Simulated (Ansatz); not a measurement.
# Fitting and testing ρ(T) of Y (P6_3/mmc)

Can the computed ρ(T) of Y (P6_3/mmc) be held by the Bloch–Grüneisen form, and does the fit predict a row it has not seen?

The resistivities were computed with Ansatz 0.2.0 (DFT PBE, scalar-relativistic, plane waves, PAW; PAW set soft_1) from the linearised Boltzmann equation with harmonic phonons, on q 6×6×3, k 18×18×9, scattering 36×36×20; the fit below is done by hand on them.

**What experiment says.**

“CRC Handbook of Chemistry and Physics, 84th edition, Electrical Resistivity of Pure Metals” (2003, CRC Press, section 12, read from Wikipedia's data page) quotes from earlier work for Y (bulk crystal): resistivity at 295 K 59.6 μΩ cm.

**1. Computed resistivities**

Symmetry: P6_3/mmc, No. 194, hexagonal system. Conventional cell: a = 3.658 Å, b = 3.658 Å, c = 5.668 Å, α = 90.00°, β = 90.00°, γ = 120.00°. Around Y on site c lie 12 Y at 3.53 to 3.66 Å.

This is the relaxed cell of the run, from steps not shown here.

The mean resistivity of the three axes from 50 to 800 K, with one row held back; the colder rows stay outside the fit and test it at the end:

| T (K) | ρ (μΩ cm) |
| --- | --- |
| 50 | 4.561 |
| 80 | 11.24 |
| 100 | ? |
| 150 | 25.84 |
| 200 | 35.69 |
| 273 | 49.89 |
| 300 | 55.14 |
| 400 | 74.7 |
| 500 | 94.47 |
| 600 | 114.5 |
| 800 | 154.4 |

**2. Model and fit**

Bloch and Grüneisen's form is ρ(T) = A (T/Θ)⁵ J₅(Θ/T), with J₅(z) the integral of x⁵/((eˣ − 1)(1 − e⁻ˣ)) from 0 to z. It goes as T⁵ far below Θ and as A T/(4Θ) far above. For a trial Θ the best A is the geometric mean of ρ/[(T/Θ)⁵ J₅] over the rows, and the scatter of that ratio measures the fit:

| Θ (K) | A (μΩ cm) | scatter (%) |
| --- | --- | --- |
| 116 | 81.45 | 13.5 |
| 156 | 113.6 | 7.2 |
| 174 | 129.2 | 4.0 |
| 194 | 147.4 | 1.0 |
| 214 | 166.7 | 4.3 |
| 242 | 195.7 | 10.4 |
| 292 | 253.9 | 22.0 |

The scatter is least at Θ = 194 K, with A = 147.4 μΩ cm (1.0 % r.m.s.).

| T (K) | computed | fit |
| --- | --- | --- |
| 50 | 4.561 | 4.557 |
| 80 | 11.24 | 11.15 |
| 150 | 25.84 | 26.00 |
| 200 | 35.69 | 36.07 |
| 273 | 49.89 | 50.43 |
| 300 | 55.14 | 55.68 |
| 400 | 74.7 | 75.00 |
| 500 | 94.47 | 94.19 |
| 600 | 114.5 | 113.3 |
| 800 | 154.4 | 151.5 |

**3. The row held back**

At T = 100 K, Θ/T = 1.940, J₅ = 2.894 and (T/Θ)⁵ = 0.03639, so the fit gives 15.52 μΩ cm. The computed value is 15.58 μΩ cm: the fit is off by -0.34 %. Outside its range, at 20 K, it gives 0.197 against 0.182 μΩ cm computed, 1.09 times that; at that temperature the run's own test moves by 3 % between meshes in the component that moves most. Among the rows used, the largest miss is -1.9 %, at 800 K.

**4. What the two numbers mean**

Θ = 194 K is 1.49 times ħω_log/k_B (130 K) and 0.89 of the highest phonon frequency (219 K). The high-temperature slope of the fit, A/(4Θ), is 0.190 μΩ cm/K. The same slope from the run's transport coupling and plasma energy, 2π k_B λ_tr/(ħ ε₀ ω_p²) with λ_tr = 0.634 and ħω_p = 3.29, 3.29, 4.95 (xx, yy, zz) eV, is 0.192 μΩ cm/K in the mean of the axes, +1.1 % from it. For comparison, the computed rows rise by 0.200 μΩ cm/K between the two hottest.

**5. Results**

* Θ: 194 K
* A: 147.4 μΩ cm
* scatter of the fit: 1.0 %
* held-back row at 100 K, fit against computed: 15.52 against 15.58 μΩ cm

Two numbers, Θ = 194 K and A = 147 μΩ cm, hold the computed ρ(T) from 50 to 800 K within 0.97 % r.m.s. and predict the held-back row within 0.34 %. The mean hides an anisotropy: at 300 K the components are 67.9, 67.9, 29.6 (xx, yy, zz) μΩ cm. The fit describes the calculation: impurities, thermal expansion, changes of phase and anharmonicity are in neither.

Computed beside measured:

| quantity | measured | q 6×6×3, fine 36×36×20 |
| --- | --- | --- |
| resistivity at 295 K (computed: phonon part alone; the measured value holds the sample's residual resistivity) (μΩ cm) | 59.6 | 54.17 (-9.1 %) |

Measured values from CRC Press, section 12, read from Wikipedia's data page (2003).

How well it matches: The resistivity at 295 K is off by -9.1 %: fair agreement.

[Hosts, paths, dates, database ids (printed as entryN), source tags and the programs' standing remarks are cut or masked in the printed files.]
